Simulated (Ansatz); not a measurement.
# What CaTiSe3 (model cell, started as cubic perovskite with Ti in the octahedra) distorts into, part 3 of 3

Aim: this structure of CaTiSe3 (model cell, started as cubic perovskite with Ti in the octahedra) is to be tested for unstable modes, and one is followed downhill.

Ansatz 0.2.0; DFT PBEsol, scalar-relativistic, plane waves, PAW; PAW set soft_1.

So far. Step 5 (Energy along the mode, all amplitudes (two of the runs …): The lowest of the steps tried is the last one, at 0.6 Å, 160 meV/atom below the parent; the bottom of the well need not coincide with a step. Step 7 (The new phase in its own primitive cell): The largest force component left is 0.23 meV/Å and the pressure is -0.006 GPa, within the tolerances set. The cell now holds 22.88 Å³/atom. The relaxed cell has a = 7.007, c = 16.147 Å (conventional setting).

The structure was built from a prototype and need not be the compound's stable phase.

### Step 8. Modes of the new phase, k-mesh 6×6×6

A relaxed structure may still be a saddle point, so its zone-centre modes are computed. No field response is asked, since the mesh shows no gap.

input.yaml reads:

```yaml
crystal:
  lattice:
    - [3.5033176969, 2.0226414154, 5.3823148349]
    - [-3.5033176969, 2.0226414154, 5.3823148349]
    - [0.0, -4.0452828308, 5.3823148349]
  atoms:
    - { symbol: Ca, position: [0.75, 0.75, 0.75] }
    - { symbol: Ca, position: [0.25, 0.25, 0.25] }
    - { symbol: Ti, position: [0.5, 0.5, 0.5] }
    - { symbol: Ti, position: [0.0, 0.0, 0.0] }
    - { symbol: Se, position: [0.1559017083, 0.75, 0.3440982917] }
    - { symbol: Se, position: [0.8440982917, 0.25, 0.6559017083] }
    - { symbol: Se, position: [0.3440982917, 0.1559017083, 0.75] }
    - { symbol: Se, position: [0.6559017083, 0.8440982917, 0.25] }
    - { symbol: Se, position: [0.25, 0.6559017083, 0.8440982917] }
    - { symbol: Se, position: [0.75, 0.3440982917, 0.1559017083] }
kpoints:
  mp_grid: { grid: [6, 6, 6] }
hamiltonian:
  xc: pbesol
  pseudopotentials: { kind: paw, azcp: { folder: soft_1 }, xc_functional: pbe }
scf:
  occupations: { method: methfessel_paxton, width: 0.2 }
output:
  eigenvalues: true
phonons:
  method: dfpt
```

The run is started by

```bash
$ ansatz run input.yaml --threads 4 --pin off --max-ram 16384MiB --backend cpu --events-out ev --progress --plain --runs-dir out
```

Numbers of over 12 decimals in the logs are rounded to 6 here.

The log of the run:

```text
[...]
Crystal: 10 atoms, lattice volume = 228.833 Å³
Basis set: ecut = 420 eV, 4475 PW (Γ), exchange–correlation on 96×96×96 points (8 copies of the dense FFT grid, shifted against one another)
Bands: 84, of which v1, the nominal top of the filled ones, is band 70 counted from 1 (69 counted from 0)
Symmetry: 12 space group operations
k-points: 112 of 216 (irreducible under 1 space group operation, time reversal used)
[...]
SCF iter   1: F=—  HF=-41098.929581 eV  |F-HF|=—  |Δ(HF+E_count)|=         —  Δρ=8.86e-2  dr2=3.33e1  ethr=3.10e-3  ⟨swp⟩=7.1  Hψ=36265  notcnv=0
[...]
SCF iter  14: F=-41093.808921 eV  HF=-41093.808921 eV  |F-HF|=1.46e-11  |Δ(HF+E_count)|=  7.28e-12  S|Δr|=    0.00e0  Δρ=3.73e-8  dr2=3.41e-12  ethr=1.00e-12  ⟨swp⟩=12.7  Hψ=48252  notcnv=0
SCF 1 converged in 14 iterations: F = -41093.808921 eV  dr2 = 3.41e-12
[...]
DFPT response loops at Γ: preconditioner auto → Kerker (q_TF=auto, 2.514 Å⁻¹) (partly filled bands, converged f_vac=0.005); β = 1.00, the filter's whole step (`scf.mixing.beta` (0.50) is not read by the response loops under this deck's `scf.mixing.preconditioner`; to damp them name `kerker` or `kerker_dos`, under which they read `scf.mixing.beta`, and type it under 1.00, their step now; both keys bind the ground state too); Broyden in place of MSR1
SCF converged after 14 iterations
[...]
Free energy (F): -41093.808921 eV
[...]
Internal energy: -41093.811424 eV  (E = F + TS)
E sigma→0 (E₀):  -41093.809547 eV
Entropy (-TS):   0.002502 eV (0.250 meV/atom)
Fermi energy:    8.848507 eV
[...]
--- Band table (eV; the first three rows and the last of 112) ---
  k-point 0: bands = [... 66 lower, 8.0501, 8.4023, 8.4023, 8.7865, 8.8866, 8.8866, 9.2732, 9.8335, ... 10 higher]
  k-point 1: bands = [... 66 lower, 7.9968, 8.0741, 8.3181, 8.8698, 9.0470, 9.0941, 9.2025, 9.9233, ... 10 higher]
  k-point 2: bands = [... 66 lower, 7.9448, 8.0225, 8.2827, 8.5464, 9.3250, 9.3948, 9.4898, 9.9512, ... 10 higher]
  k-point 111: bands = [... 66 lower, 7.6391, 7.6391, 7.6391, 7.6391, 9.6224, 9.6224, 9.8766, 9.8766, ... 10 higher]
--- Phonons (Γ-DFPT): 6 representative perturbations + reference, on 112 of 216 k-points (Σ response iterations 24) ---
  k mesh reduced under 1 symmetry operation, with k and −k counted as one. Each operation leaves every solved perturbation unchanged. A smaller set is not used because it would not reduce the number of displacements times k-points to solve
  ASR residual: 1.985e-4 → 0.000e0 eV/Å²; symmetrization residual: 6.472e-5 eV/Å²
  ASR residual per site (eV/Å²): 3.71e-5 3.71e-5 9.67e-5 9.67e-5 1.54e-4 1.54e-4 1.99e-4 1.99e-4 1.54e-4 1.54e-4
  Γ frequencies (cm⁻¹): -134.83 -87.54 -87.54 -79.45 -75.60 -25.57 -25.57 0.00 0.00 0.00 31.48 31.48 100.51 100.51 100.95 130.05 130.48 143.31 170.35 170.35 178.70 178.70 198.43 198.43 211.46 211.46 238.30 241.42 241.42 245.66
  non-analytic LO–TO correction: not included (Born effective charges unavailable; polar crystals: no LO–TO splitting at Γ)
```

The job ended after 13 min (4 threads of Arm Neoverse V1, shared host; peak memory 6.2 GiB).

This step gave:

- sum-rule residual before enforcement: 1.99e-4 eV/Å²
- point group: -3m
- highest optical mode at the zone centre (no LO-TO term): 245.7 cm⁻¹
- lowest optical zone-centre mode: -134.8 cm⁻¹

Patterns of degenerate modes are one choice out of their space. The modes at Γ (shares of kinetic energy by element, %) (negative means imaginary):

```
mode  frequency (cm⁻¹)  symmetry  Ca %  Ti %  Se %
   1            -134.8       A2u     0    85    15
   2             -87.5        Eu     9    60    32
   3             -87.5        Eu     9    60    32
   4             -79.5       A2u    87     1    12
   5             -75.6       A2g   100     0     0
   6             -25.6        Eg     8     0    92
   7             -25.6        Eg     8     0    92
   8               0.0  acoustic    12    15    73
   9               0.0  acoustic    12    15    73
  10               0.0  acoustic    12    15    73
  11              31.5        Eu     2    12    85
  12              31.5        Eu     2    12    85
  13             100.5        Eg    30     0    70
  14             100.5        Eg    30     0    70
  15             101.0       A2g     0     0   100
  16             130.1       A1g     0     0   100
  17             130.5       A1u     0     0   100
  18             143.3       A2u     0     0   100
  19             170.3        Eg     1     0    99
  20             170.3        Eg     1     0    99
  21             178.7        Eu    56     6    38
  22             178.7        Eu    56     6    38
  23             198.4        Eg    61     0    39
  24             198.4        Eg    61     0    39
  25             211.5        Eu    20    12    69
  26             211.5        Eu    20    12    69
  27             238.3       A1u     0   100     0
  28             241.4        Eu     1    96     3
  29             241.4        Eu     1    96     3
  30             245.7       A2g     0     0   100
```

Displacements in mode 1 (-134.8 cm⁻¹), the largest set to 1:
```
Ca1  0.00  0.00 -0.08
Ca2  0.00  0.00 -0.08
Ti3  0.00  0.00  1.00
Ti4  0.00  0.00  1.00
Se5  0.01 -0.01 -0.19
Se6  0.01 -0.01 -0.19
Se7  0.00  0.01 -0.19
Se8  0.00  0.01 -0.19
Se9 -0.01 -0.01 -0.19
Se10-0.01 -0.01 -0.19
```

Displacements in mode 18 (143.3 cm⁻¹), the largest set to 1:
```
Ca1  0.00  0.00 -0.13
Ca2  0.00  0.00 -0.13
Ti3  0.00  0.00 -0.05
Ti4  0.00  0.00 -0.05
Se5  0.87 -0.50  0.03
Se6  0.87 -0.50  0.03
Se7  0.00  1.00  0.03
Se8  0.00  1.00  0.03
Se9 -0.87 -0.50  0.03
Se10-0.87 -0.50  0.03
```

Before it was imposed, the acoustic sum rule was missed by 2.0e-4 eV/Å². Small misses are needed for a sound result but don't prove that mesh and cutoff are converged. The lowest optical mode is imaginary, 134.8i cm⁻¹, so the energy falls along it.

### Step 9. Outcome

```
unstable mode of the parent                                                      : q = (-0.5, -0.5, -0.5), 104i cm⁻¹
depth at the lowest point sampled                                                : 160 meV/atom
largest atomic shift at that point                                               : 0.6 Å
space group reached (within 0.01 Å)                                              : R-3c
energy gained over the parent (first relaxation, on the mesh of the frozen mode) : 174 meV/atom
volume per atom, phase reached                                                   : 22.9 Å³
lowest optical zone-centre mode, phase reached                                   : -135 cm⁻¹
highest optical mode at the zone centre (no LO-TO term), phase reached           : 246 cm⁻¹
```

**Reading.** Along this mode the structure falls into R-3c, 174 meV/atom below the parent. At the parent's cell the well is 159.9 meV/atom deep on the steps tried, with its lowest point at a shift of 0.6 Å. That is the last step tried, so the steps alone don't bracket the bottom of the well. Relaxing atoms and cell changes the gain by +14.10 meV/atom against the lowest step (energies at zero smearing). The new phase still has an imaginary mode at the zone centre of its cell, so it is a saddle point on the way to a lower structure. Of the 4 patterns followed to their end from this parent, this one ends 7.12 meV/atom above the lowest, Imma. Another end point lies within 1 meV/atom; how such a difference moves with mesh and cutoff was not tested. Each path keeps the symmetry of its pattern, so a lower phase may lie along a pattern not tried. With no gap, or one that is small against the smearing, the frequencies hang on the k mesh and the smearing, most of all near Kohn anomalies. A semilocal functional can close a gap that the real compound would have, so the metallic treatment may be an artefact of the level. The PAW files were made for PBE and serve the other functionals too. The starting cell was built on a prototype and not taken from a measurement, so the phase need not exist.

[Logs are printed without paths, hosts, clocks, repeated set-up lines and the standing remarks that a program may print on its own settings, such as how far it seeks lower states.]

[Hosts, paths, dates, database ids (printed as entryN), source tags and the programs' standing remarks are cut or masked in the printed files.]
